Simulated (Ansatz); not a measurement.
# ZnIn2 (built on the sites of a database entry of MgB2): following an unstable mode, part 2 of 3

Which phase does ZnIn2 (built on the sites of a database entry of MgB2) fall into along its unstable mode, and how much energy does it gain?

Ansatz 0.2.0; DFT PBEsol, scalar-relativistic, plane waves, norm-conserving pseudopotentials.

So far. Step 4 (The mode frozen in, largest atomic shift 0.45 Å): The run ends at a pressure of 0.34 GPa, with forces up to 0.11 eV/Å. Step 5 (Energy along the mode, all amplitudes (two of the runs …): The lowest of the steps tried is at 0.45 Å, 10.7 meV/atom below the parent; the bottom of the well need not coincide with a step.

The structure was built from a prototype and need not be the compound's stable phase.

## 6. Relaxing from the distorted cell

Starting from the lowest point found, all atoms and the cell are let go, so that strain and other modes of the same symmetry can join in.

File input.yaml:

```yaml
crystal:
  lattice:
    - [-2.5747424975, -4.4595929535, 0.0]
    - [-5.149492037, -4.0657e-06, 0.0]
    - [0.0, 0.0, -5.9800988035]
  atoms:
    - { symbol: Zn, position: [0.0, 0.0, 0.5] }
    - { symbol: Zn, position: [0.0, 0.0, 0.0] }
    - { symbol: In, position: [0.4207205934, 0.3333333333, 0.25] }
    - { symbol: In, position: [0.2459460732, 0.3333333333, 0.75] }
    - { symbol: In, position: [0.7540539268, 0.6666666667, 0.25] }
    - { symbol: In, position: [0.5792794066, 0.6666666667, 0.75] }
kpoints:
  mp_grid: { grid: [9, 9, 6] }
hamiltonian:
  xc: pbesol
  pseudopotentials: { kind: nc }
scf:
  occupations: { method: methfessel_paxton, width: 0.2 }
output:
  forces: true
  stress: true
  eigenvalues: true
relax:
  adjacent_minimum: "off"
  f_tol: 0.002
  max_steps: 120
  cell: { stress_tol: 0.03 }
```

Command:

```bash
$ ansatz run input.yaml --threads 8 --pin off --max-ram 14336MiB --backend cpu --events-out ev --progress --plain --runs-dir out
```

Numbers of over 12 decimals in the logs are rounded to 6 here.

The program printed:

```text
[...]
Crystal: 6 atoms, lattice volume = 137.331 Å³
Basis set: ecut = 1142.878222 eV, 12003 PW (Γ), exchange–correlation on 120×120×144 points (8 copies of the dense FFT grid, shifted against one another)
Bands: 56, of which v1, the nominal top of the filled ones, is band 46 counted from 1 (45 counted from 0)
Symmetry: 8 space group operations
[...]
k-points: 100 of 486
[...]
SCF iter   1: F=—  HF=-18585.197710 eV  |F-HF|=—  |Δ(HF+E_count)|=         —  Δρ=2.09e-2  dr2=7.26e-1  ethr=3.10e-3  ⟨swp⟩=6.2  Hψ=19585  notcnv=0  defer=1
[...]
SCF iter   9: F=-18584.927659 eV  HF=-18584.927659 eV  |F-HF|=9.49e-9  |Δ(HF+E_count)|=   1.24e-7  S|Δr|=    0.00e0  Δρ=3.76e-6  dr2=1.24e-8  ethr=1.09e-10  ⟨swp⟩=14.3  Hψ=35216  notcnv=0
SCF 1 converged in 9 iterations: F = -18584.927659 eV  dr2 = 1.24e-8
relax step   1: F+E_penalty+E_count = -18584.92765915 eV  Δ(F+E_penalty+E_count) = +0.000e0 eV  max|allowed force component| = 9.960e-2 eV/Å  Δτ_max = 0.0000 Å  P = +0.343 GPa  Ω = 137.331 Å³  (9 SCF iters, dr2 threshold 1.00e-7 eV, accepted)
Crystal: 6 atoms, lattice volume = 138.604 Å³
Basis set: ecut = 1142.878222 eV, 12159 PW (Γ), exchange–correlation on 120×120×144 points (8 copies of the dense FFT grid, shifted against one another)
[...]
SCF iter   6: F=-18584.947443 eV  HF=-18584.947443 eV  |F-HF|=8.49e-9  |Δ(HF+E_count)|=   1.78e-7  S|Δr|=    0.00e0  Δρ=5.28e-6  dr2=2.76e-8  ethr=6.52e-10  ⟨swp⟩=9.6  Hψ=30083  notcnv=0
SCF 2 converged in 6 iterations: F = -18584.947443 eV  dr2 = 2.76e-8
relax step   2: F+E_penalty+E_count = -18584.94744298 eV  Δ(F+E_penalty+E_count) = -1.978e-2 eV  max|allowed force component| = 2.048e-2 eV/Å  Δτ_max = 0.0350 Å  P = -0.128 GPa  Ω = 138.604 Å³  energy of the carried Pulay correction = -3.425e-5 eV  (6 SCF iters, dr2 threshold 6.00e-7 eV, accepted)
Crystal: 6 atoms, lattice volume = 140.685 Å³
Basis set: ecut = 1142.878222 eV, 12325 PW (Γ), exchange–correlation on 120×120×144 points (8 copies of the dense FFT grid, shifted against one another)
[...]
SCF iter   7: F=-18585.012991 eV  HF=-18585.012991 eV  |F-HF|=3.68e-8  |Δ(HF+E_count)|=   5.81e-7  S|Δr|=    0.00e0  Δρ=8.56e-6  dr2=1.28e-7  ethr=6.52e-10  ⟨swp⟩=10.0  Hψ=33885  notcnv=0
SCF 3 converged in 7 iterations: F = -18585.012991 eV  dr2 = 1.28e-7
relax step   3: F+E_penalty+E_count = -18585.01299095 eV  Δ(F+E_penalty+E_count) = -6.555e-2 eV  max|allowed force component| = 1.401e-1 eV/Å  Δτ_max = 0.1299 Å  P = -0.816 GPa  Ω = 140.685 Å³  energy of the carried Pulay correction = -8.954e-5 eV  (7 SCF iters, dr2 threshold 6.00e-7 eV, accepted)
[... from here on, the SCF cycles and remarks between the steps are left out ...]
relax step   4: F+E_penalty+E_count = -18585.09851601 eV  Δ(F+E_penalty+E_count) = -8.553e-2 eV  max|allowed force component| = 1.494e-1 eV/Å  Δτ_max = 0.1161 Å  P = -1.046 GPa  Ω = 140.860 Å³  energy of the carried Pulay correction = -9.415e-5 eV  (7 SCF iters, dr2 threshold 6.00e-7 eV, accepted)
relax step   5: F+E_penalty+E_count = -18585.15958513 eV  Δ(F+E_penalty+E_count) = -6.107e-2 eV  max|allowed force component| = 1.485e-1 eV/Å  Δτ_max = 0.0376 Å  P = -1.082 GPa  Ω = 137.577 Å³  energy of the carried Pulay correction = -6.655e-6 eV  (6 SCF iters, dr2 threshold 6.00e-7 eV, accepted)
relax step   6: F+E_penalty+E_count = -18585.12359541 eV  Δ(F+E_penalty+E_count) = +3.599e-2 eV  max|allowed force component| = 2.958e-1 eV/Å  Δτ_max = 0.1593 Å  P = +2.097 GPa  Ω = 130.076 Å³  energy of the carried Pulay correction = +2.013e-4 eV  (6 SCF iters, dr2 threshold 6.00e-7 eV, rejected (line search))
relax step   7: F+E_penalty+E_count = -18585.19738706 eV  Δ(F+E_penalty+E_count) = -3.780e-2 eV  max|allowed force component| = 2.625e-2 eV/Å  Δτ_max = 0.0567 Å  P = +0.732 GPa  Ω = 133.206 Å³  energy of the carried Pulay correction = +1.131e-4 eV  (11 SCF iters, accepted)
relax step   8: F+E_penalty+E_count = -18585.20185875 eV  Δ(F+E_penalty+E_count) = -4.472e-3 eV  max|allowed force component| = 7.589e-2 eV/Å  Δτ_max = 0.0107 Å  P = -0.747 GPa  Ω = 135.263 Å³  energy of the carried Pulay correction = +5.628e-5 eV  (5 SCF iters, dr2 threshold 6.00e-7 eV, accepted)
relax step   9: F+E_penalty+E_count = -18585.21224383 eV  Δ(F+E_penalty+E_count) = -1.039e-2 eV  max|allowed force component| = 2.121e-2 eV/Å  Δτ_max = 0.0204 Å  P = -0.112 GPa  Ω = 133.922 Å³  energy of the carried Pulay correction = +9.324e-5 eV  (5 SCF iters, dr2 threshold 6.00e-7 eV, accepted)
relax step  10: F+E_penalty+E_count = -18585.21560685 eV  Δ(F+E_penalty+E_count) = -3.363e-3 eV  max|allowed force component| = 3.330e-2 eV/Å  Δτ_max = 0.0237 Å  P = +0.241 GPa  Ω = 132.865 Å³  energy of the carried Pulay correction = +1.227e-4 eV  (6 SCF iters, dr2 threshold 3.25e-7 eV, accepted)
relax step  11: F+E_penalty+E_count = -18585.21673852 eV  Δ(F+E_penalty+E_count) = -1.132e-3 eV  max|allowed force component| = 4.652e-3 eV/Å  Δτ_max = 0.0101 Å  P = +0.015 GPa  Ω = 133.349 Å³  energy of the carried Pulay correction = +1.091e-4 eV  (5 SCF iters, dr2 threshold 2.43e-7 eV, accepted)
relax step  12: F+E_penalty+E_count = -18585.21677002 eV  Δ(F+E_penalty+E_count) = -3.150e-5 eV  max|allowed force component| = 2.105e-4 eV/Å  Δτ_max = 0.0016 Å  P = +0.010 GPa  Ω = 133.375 Å³  energy of the carried Pulay correction = +1.084e-4 eV  (5 SCF iters, dr2 threshold 6.55e-9 eV, accepted)
relax step  13: F+E_penalty+E_count = -18585.28794674 eV  Δ(F+E_penalty+E_count) = -7.118e-2 eV  max|allowed force component| = 3.343e-4 eV/Å  Δτ_max = 0.0000 Å  P = +1.140 GPa  Ω = 133.375 Å³  stress off target by 3.10e0 GPa  SCF on the basis re-selected at this cell (its energy is not comparable with the rows above)  (7 SCF iters)
relax step  14: F+E_penalty+E_count = -18585.32900925 eV  Δ(F+E_penalty+E_count) = -4.106e-2 eV  max|allowed force component| = 3.059e-2 eV/Å  Δτ_max = 0.0308 Å  P = +1.876 GPa  Ω = 131.421 Å³  energy of the carried Pulay correction = +5.581e-5 eV  (6 SCF iters, dr2 threshold 6.00e-7 eV, accepted)
relax step  15: F+E_penalty+E_count = -18585.41674510 eV  Δ(F+E_penalty+E_count) = -8.774e-2 eV  max|allowed force component| = 9.941e-2 eV/Å  Δτ_max = 0.0452 Å  P = +0.830 GPa  Ω = 133.826 Å³  energy of the carried Pulay correction = -1.110e-5 eV  (6 SCF iters, dr2 threshold 6.00e-7 eV, accepted)
relax step  16: F+E_penalty+E_count = -18585.47064352 eV  Δ(F+E_penalty+E_count) = -5.390e-2 eV  max|allowed force component| = 1.295e-1 eV/Å  Δτ_max = 0.0099 Å  P = +0.373 GPa  Ω = 134.393 Å³  energy of the carried Pulay correction = -2.576e-5 eV  (4 SCF iters, dr2 threshold 6.00e-7 eV, accepted)
relax step  17: F+E_penalty+E_count = -18585.46727527 eV  Δ(F+E_penalty+E_count) = +3.368e-3 eV  max|allowed force component| = 8.816e-2 eV/Å  Δτ_max = 0.0500 Å  P = -0.536 GPa  Ω = 135.483 Å³  energy of the carried Pulay correction = -5.473e-5 eV  (4 SCF iters, dr2 threshold 6.00e-7 eV, rejected (line search))
relax step  18: F+E_penalty+E_count = -18585.48792660 eV  Δ(F+E_penalty+E_count) = -1.728e-2 eV  max|allowed force component| = 2.764e-2 eV/Å  Δτ_max = 0.0358 Å  P = -0.231 GPa  Ω = 135.412 Å³  energy of the carried Pulay correction = -5.361e-5 eV  (8 SCF iters, accepted)
relax step  19: F+E_penalty+E_count = -18585.48975902 eV  Δ(F+E_penalty+E_count) = -1.832e-3 eV  max|allowed force component| = 1.449e-2 eV/Å  Δτ_max = 0.0058 Å  P = -0.023 GPa  Ω = 134.767 Å³  energy of the carried Pulay correction = -3.544e-5 eV  (4 SCF iters, dr2 threshold 6.00e-7 eV, accepted)
relax step  20: F+E_penalty+E_count = -18585.49043447 eV  Δ(F+E_penalty+E_count) = -6.754e-4 eV  max|allowed force component| = 2.747e-3 eV/Å  Δτ_max = 0.0030 Å  P = +0.037 GPa  Ω = 134.692 Å³  energy of the carried Pulay correction = -3.350e-5 eV  (4 SCF iters, dr2 threshold 1.56e-7 eV, accepted)
relax step  21: F+E_penalty+E_count = -18585.49047654 eV  Δ(F+E_penalty+E_count) = -4.207e-5 eV  max|allowed force component| = 2.385e-3 eV/Å  Δτ_max = 0.0016 Å  P = +0.002 GPa  Ω = 134.756 Å³  energy of the carried Pulay correction = -3.524e-5 eV  (4 SCF iters, dr2 threshold 1.69e-8 eV, accepted)
relax step  22: F+E_penalty+E_count = -18585.49047980 eV  Δ(F+E_penalty+E_count) = -3.265e-6 eV  max|allowed force component| = 5.073e-4 eV/Å  Δτ_max = 0.0005 Å  P = +0.000 GPa  Ω = 134.760 Å³  energy of the carried Pulay correction = -3.536e-5 eV  (5 SCF iters, dr2 threshold 3.55e-10 eV, accepted)
relax step  23: F+E_penalty+E_count = -18585.51744035 eV  Δ(F+E_penalty+E_count) = -2.696e-2 eV  max|allowed force component| = 5.138e-4 eV/Å  Δτ_max = 0.0000 Å  P = +0.498 GPa  Ω = 134.760 Å³  stress off target by 1.33e0 GPa  SCF on the basis re-selected at this cell (its energy is not comparable with the rows above)  (6 SCF iters)
relax step  24: F+E_penalty+E_count = -18585.52964152 eV  Δ(F+E_penalty+E_count) = -1.220e-2 eV  max|allowed force component| = 8.567e-3 eV/Å  Δτ_max = 0.0081 Å  P = +0.270 GPa  Ω = 135.624 Å³  energy of the carried Pulay correction = -2.571e-5 eV  (4 SCF iters, dr2 threshold 6.00e-7 eV, accepted)
relax step  25: F+E_penalty+E_count = -18585.53554425 eV  Δ(F+E_penalty+E_count) = -5.903e-3 eV  max|allowed force component| = 8.199e-3 eV/Å  Δτ_max = 0.0051 Å  P = +0.059 GPa  Ω = 136.554 Å³  energy of the carried Pulay correction = -5.805e-5 eV  (4 SCF iters, dr2 threshold 6.00e-7 eV, accepted)
relax step  26: F+E_penalty+E_count = -18585.53560933 eV  Δ(F+E_penalty+E_count) = -6.508e-5 eV  max|allowed force component| = 8.889e-4 eV/Å  Δτ_max = 0.0016 Å  P = +0.012 GPa  Ω = 136.710 Å³  energy of the carried Pulay correction = -6.402e-5 eV  (4 SCF iters, dr2 threshold 1.89e-8 eV, accepted)
relax step  27: F+E_penalty+E_count = -18585.53588901 eV  Δ(F+E_penalty+E_count) = -2.797e-4 eV  max|allowed force component| = 8.726e-4 eV/Å  Δτ_max = 0.0000 Å  P = +0.020 GPa  Ω = 136.710 Å³  stress off target by 3.44e-2 GPa  SCF on the basis re-selected at this cell (its energy is not comparable with the rows above)  (4 SCF iters)
relax step  28: F+E_penalty+E_count = -18585.53589632 eV  Δ(F+E_penalty+E_count) = -7.308e-6 eV  max|allowed force component| = 2.981e-4 eV/Å  Δτ_max = 0.0002 Å  P = -0.003 GPa  Ω = 136.784 Å³  energy of the carried Pulay correction = -1.998e-6 eV  (4 SCF iters, dr2 threshold 2.96e-9 eV, accepted)
[...]
SCF iter   5: F=-18585.535898 eV  HF=-18585.535898 eV  |F-HF|=7.28e-12  |Δ(HF+E_count)|=  5.46e-11  S|Δr|=    0.00e0  Δρ=6.12e-8  dr2=1.56e-12  ethr=1.00e-12  ⟨swp⟩=9.6  Hψ=39858  notcnv=0
SCF 29 converged in 5 iterations: F = -18585.535898 eV  dr2 = 1.56e-12
relax step  29: F+E_penalty+E_count = -18585.53589832 eV  Δ(F+E_penalty+E_count) = -1.998e-6 eV  max|allowed force component| = 3.027e-4 eV/Å  Δτ_max = 0.0000 Å  P = -0.003 GPa  Ω = 136.784 Å³  stress off target by 4.00e-3 GPa  SCF on the basis re-selected at this cell (its energy is not comparable with the rows above)  (5 SCF iters)
[...]
SCF converged after 5 iterations
[...]
Free energy (F): -18585.535898 eV
[...]
Internal energy: -18585.539928 eV  (E = F + TS)
E sigma→0 (E₀):  -18585.536906 eV
Entropy (-TS):   0.004030 eV (0.672 meV/atom)
Fermi energy:    11.117045 eV
[...]
--- Forces (eV/Å), atoms counted from 1 ---
  atom   1  Zn    -0.00000000    -0.00000000    -0.00000000
  atom   2  Zn    -0.00000000    -0.00000000    -0.00000000
  atom   3  In    -0.00030268    -0.00007563     0.00000000
  atom   4  In    -0.00008585     0.00029994     0.00000000
  atom   5  In     0.00008585    -0.00029994     0.00000000
  atom   6  In     0.00030268     0.00007563     0.00000000
  max |Σ_I F_I| component: 2.17e-19 eV/Å
--- Stress (GPa, compression-positive) ---
       -0.002486       0.001213       0.000000
        0.001213      -0.001085       0.000000
        0.000000       0.000000      -0.004001
  P = ⅓ Tr σ = -0.0025 GPa (-0.025 kbar)
--- Band table (eV; the first three rows and the last of 100) ---
  k-point 0: bands = [... 42 lower, 7.9818, 8.0592, 9.0540, 12.0337, 12.7024, 13.1422, 13.5101, 13.6078, ... 6 higher]
  k-point 1: bands = [... 42 lower, 8.0961, 8.4748, 10.3057, 11.5115, 11.7343, 12.1402, 12.4379, 12.6370, ... 6 higher]
  k-point 2: bands = [... 42 lower, 8.4217, 8.8314, 10.1225, 10.1388, 10.9394, 11.5662, 12.7853, 13.0620, ... 6 higher]
  k-point 99: bands = [... 42 lower, 7.3283, 7.3283, 10.5264, 10.5264, 13.0445, 13.0445, 14.0749, 14.0749, ... 6 higher]
--- Relaxed structure (25 steps of the walk, 23 accepted, 4 SCFs on fresh bases) ---
  F+E_penalty+E_count = -18585.53589832 eV   max|allowed force component| = 3.027e-4 eV/Å   (the final SCF, on the basis selected at the relaxed cell)
  cell:  # Å, volume = 136.7836 Å³
    - [-3.481858, -6.030766, 0.0]
    - [-5.087688, -1.083134, 0.0]
    - [0.0, 0.0, -5.082751]
  atoms:
    - { symbol: Zn, position: [-1.8436427756422794e-19, 7.343456673726485e-19, 0.500000] }
    - { symbol: Zn, position: [-1.8436427756422847e-19, 7.343456673726487e-19, 0] }
    - { symbol: In, position: [0.452369, 0.380475, 0.250000] }
    - { symbol: In, position: [0.167157, 0.380475, 0.750000] }
    - { symbol: In, position: [0.832843, 0.619525, 0.250000] }
    - { symbol: In, position: [0.547631, 0.619525, 0.750000] }
```

It took 8.7 min on 8 threads of Arm Neoverse V2, shared host; peak memory 2.7 GiB; 69 min of CPU time.

Relaxation path (22 of 29):

```csv
step,energy less that of the first step (eV),largest force component (eV/Å),pressure (GPa),volume (Å³)
1,0.0000,0.0996,0.34,137.33
2,-0.0198,0.0205,-0.13,138.60
4,-0.1709,0.1494,-1.05,140.86
5,-0.2319,0.1485,-1.08,137.58
6,-0.1959,0.2958,2.10,130.08
8,-0.2742,0.0759,-0.75,135.26
9,-0.2846,0.0212,-0.11,133.92
10,-0.2879,0.0333,0.24,132.86
12,-0.2891,0.0002,0.01,133.37
13*,-0.3603,0.0003,1.14,133.37
14,-0.4014,0.0306,1.88,131.42
16,-0.5430,0.1295,0.37,134.39
17,-0.5396,0.0882,-0.54,135.48
18,-0.5603,0.0276,-0.23,135.41
20,-0.5628,0.0027,0.04,134.69
21,-0.5628,0.0024,0.00,134.76
22,-0.5628,0.0005,0.00,134.76
24,-0.6020,0.0086,0.27,135.62
25,-0.6079,0.0082,0.06,136.55
26,-0.6079,0.0009,0.01,136.71
28,-0.6082,0.0003,0.00,136.78
29*,-0.6082,0.0003,0.00,136.78
```

Relaxation steps marked * repeat the geometry before them on a plane-wave basis chosen anew for their cell, so energy and pressure can jump there. Other such steps can lie between the rows shown. Relaxation steps 6, 17 were tried and not accepted.

The run keeps the 8 symmetry operations that it works with, so distortions that break them were not tested.

```csv
cell as run,before,after,change
a (Å),5.149,6.964,+35.2 %
b (Å),5.149,5.202,+1.0 %
c (Å),5.980,5.083,-15.0 %
γ (°),60.00,47.98,-20.0 %
volume (Å³/atom),22.89,22.80,-0.4 %
```

The atoms that moved most (Å, as changes of fractional coordinates times the final cell):

```csv
atom,dx,dy,dz,length
In5,-0.034,-0.424,0.000,0.426
In3,-0.350,-0.242,0.000,0.426
In6,0.350,0.242,0.000,0.426
In4,0.034,0.424,0.000,0.426
```

Final coordinates:

```xyz
6
Lattice="-3.4819 -6.0308 0.0000 -5.0877 -1.0831 0.0000 0.0000 0.0000 -5.0828" Properties=species:S:1:pos:R:3 pbc="T T T"
Zn    0.0000    0.0000   -2.5414
Zn    0.0000    0.0000    0.0000
In   -3.5108   -3.1402   -1.2707
In   -2.5178   -1.4202   -3.8121
In   -6.0518   -5.6937   -1.2707
In   -5.0587   -3.9737   -3.8121
```

This step gave:

```yaml
pressure: -0.002524 GPa
volume_per_atom: 22.80 Å³
```

The distorted start has space group Cmcm; the relaxation ends in Cmcm.

## 7. The new phase in its own primitive cell

The relaxed structure is symmetrised, reduced to its primitive cell and relaxed tightly, as its phonons need.

input.yaml, the sections that differ from step 6:

```yaml
crystal:
  lattice:
    - [3.8645030584, -3.4818630255, 0.0]
    - [3.8645030584, 3.4818630255, 0.0]
    - [0.0, 0.0, 5.0827512014]
  atoms:
    - { symbol: Zn, position: [0.0, 0.0, 0.5] }
    - { symbol: Zn, position: [0.0, 0.0, 0.0] }
    - { symbol: In, position: [0.4523686248, 0.1671567037, 0.75] }
    - { symbol: In, position: [0.1671567037, 0.4523686248, 0.25] }
    - { symbol: In, position: [0.8328432963, 0.5476313752, 0.75] }
    - { symbol: In, position: [0.5476313752, 0.8328432963, 0.25] }
kpoints:
  mp_grid: { grid: [8, 8, 8] }
relax:
  adjacent_minimum: "off"
  f_tol: 0.001
  max_steps: 60
  cell: { stress_tol: 0.01 }
# hamiltonian, scf, output: as in step 6
```

The program printed:

```text
[...]
Crystal: 6 atoms, lattice volume = 136.784 Å³
Basis set: ecut = 1142.878222 eV, 11951 PW (Γ), exchange–correlation on 120×120×120 points (8 copies of the dense FFT grid, shifted against one another)
Bands: 56, of which v1, the nominal top of the filled ones, is band 46 counted from 1 (45 counted from 0)
Symmetry: 8 space group operations
[...]
k-points: 105 of 512
[...]
- [3.905055, -3.474397, 2.046833467656823e-18]
    - [3.905055, 3.474397, -2.0468334676567953e-18]
    - [0, -2.9879249099135405e-18, 5.039824]
  atoms:
    - { symbol: Zn, position: [0, 0, 0.500000] }
    - { symbol: Zn, position: [0, 0, 0] }
    - { symbol: In, position: [0.453406, 0.168115, 0.750000] }
    - { symbol: In, position: [0.168115, 0.453406, 0.250000] }
    - { symbol: In, position: [0.831885, 0.546594, 0.750000] }
    - { symbol: In, position: [0.546594, 0.831885, 0.250000] }
[key lines of the parts left out:]
SCF converged after 5 iterations
Free energy (F): -18585.511116 eV
Fermi energy:    11.118892 eV
P = ⅓ Tr σ = -0.0073 GPa (-0.073 kbar)
```

It took 2.1 min on 8 threads; peak memory 2.7 GiB; 16 min of CPU time.

Step by step:

```csv
step,energy less that of the first step (eV),largest force component (eV/Å),pressure (GPa),volume (Å³)
1,0.0000,0.0176,-0.04,136.78
2,-0.0012,0.0157,-0.01,136.75
3,-0.0020,0.0260,-0.08,136.98
4,-0.0025,0.0066,0.05,136.65
5,-0.0026,0.0008,0.01,136.69
6,-0.0026,0.0006,-0.01,136.76
7*,-0.0026,0.0006,-0.01,136.76
```

Relaxation steps marked * repeat the geometry before them on a plane-wave basis chosen anew for their cell, so energy and pressure can jump there.

Forces are held to the 8 operations that the run works with; a distortion that breaks them can't arise in this run.

```csv
"conventional cell, symmetrised",before,after,change
a (Å),7.729,7.810,+1.0 %
b (Å),6.964,6.949,-0.2 %
c (Å),5.083,5.040,-0.8 %
volume (Å³/atom),22.80,22.79,-0.0 %
```

Final coordinates:

```cif
data_structure
_symmetry_space_group_name_H-M 'P 1'
_symmetry_Int_Tables_number 1
_cell_length_a 5.2269
_cell_length_b 5.2269
_cell_length_c 5.0398
_cell_angle_alpha 90.000
_cell_angle_beta 90.000
_cell_angle_gamma 83.320
_cell_volume 136.76
loop_
_atom_site_label
_atom_site_type_symbol
_atom_site_fract_x
_atom_site_fract_y
_atom_site_fract_z
_atom_site_occupancy
Zn1 Zn 0.00000 0.00000 0.50000 1
Zn2 Zn 0.00000 0.00000 0.00000 1
In3 In 0.45341 0.16812 0.75000 1
In4 In 0.16812 0.45341 0.25000 1
In5 In 0.83188 0.54659 0.75000 1
In6 In 0.54659 0.83188 0.25000 1
```

Numbers from this step:

```
pressure        : -0.007311 GPa
volume per atom : 22.79 Å³
```

The largest force component left is 0.61 meV/Å and the pressure is -0.007 GPa, within the tolerances set. The cell now holds 22.79 Å³/atom.

(Part 2 of 3 ends here.)

[Logs are printed without paths, hosts, clocks, repeated set-up lines and the standing remarks that a program may print on its own settings, such as how far it seeks lower states.]

[Hosts, paths, dates, database ids (printed as entryN), source tags and the programs' standing remarks are cut or masked in the printed files.]
